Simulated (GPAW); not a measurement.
# Calculated records

How the form of the self-energy moves the gap of Al2O3 (Corundum). The structure is trigonal, space group R-3c (No. 167). The conventional cell has a = 4.760 Å, b = 4.760 Å, c = 12.996 Å, α = 90.00°, β = 90.00°, γ = 120.00°. Nearest to Al lie 6 O at 1.85 to 1.97 Å. Nearest to O lie 4 Al at 1.85 to 1.97 Å. Farther neighbours and most contacts between anions are not listed. The calculation used DFT, PBE, plane waves, PAW (and 3 further levels or steps) in GPAW 26.7.0, with cutoff 600 eV, GPAW PAW setups 1.2.1 data release, 4×4×4 k-mesh, nbands 556 in one of its runs. The G0W0, Godby-Needs plasmon pole is 8.777 eV and the one-shot HSE06 is 8.074 eV. The G0W0, extrapolated in the cutoff is 9.109 eV and the one-shot Hartree-Fock is 16.902 eV. The G0W0, full frequency, Hilbert transform is 8.812 eV and the known limits are not at the basis limit. It took 6 runs, 32 min in all on 8 MPI ranks of Arm Neoverse V2, shared host (the runs of this entry). One-shot HSE06: −0.704 eV against G0W0, Godby-Needs plasmon pole. G0W0, extrapolated in the cutoff: +0.332 eV against G0W0, Godby-Needs plasmon pole, at other bands or cutoff, so not like for like. The cell and positions come from the Crystallography Open Database and are kept as given unless a step says otherwise. Bands and cutoff are finite, so the gap is not at the basis limit. The miss can reach some tenths of an eV and take either sign; the mesh is an error of its own.

```xyz
10
Lattice="2.3802 1.3742 4.3319 -2.3802 1.3742 4.3319 0.0000 -2.7485 4.3319" Properties=species:S:1:pos:R:3 pbc="T T T"
Al    0.0000    0.0000    4.5765
Al    0.0000    0.0000    1.9213
Al    0.0000    0.0000    8.4191
Al    0.0000    0.0000   11.0743
O    -0.9203    1.3742    7.5808
O    -0.7300   -1.4841    7.5808
O     1.6503    0.1099    7.5808
O     0.9203   -1.3742    5.4148
O     0.7300    1.4841    5.4148
O    -1.6503   -0.1099    5.4148
```

[Paths, hosts, dates, memory and timing lines, banners, echoed tables and standing remarks are left out of the program output.]

[Logs are printed without paths, hosts, clocks, repeated set-up lines and the standing remarks that a program may print on its own settings, such as how far it seeks lower states.]

[Runs of the session that timed out or met a known fault of the program may be left out.]

[Hosts, paths, dates, database ids (printed as entryN), source tags and the programs' standing remarks are cut or masked in the printed files.]
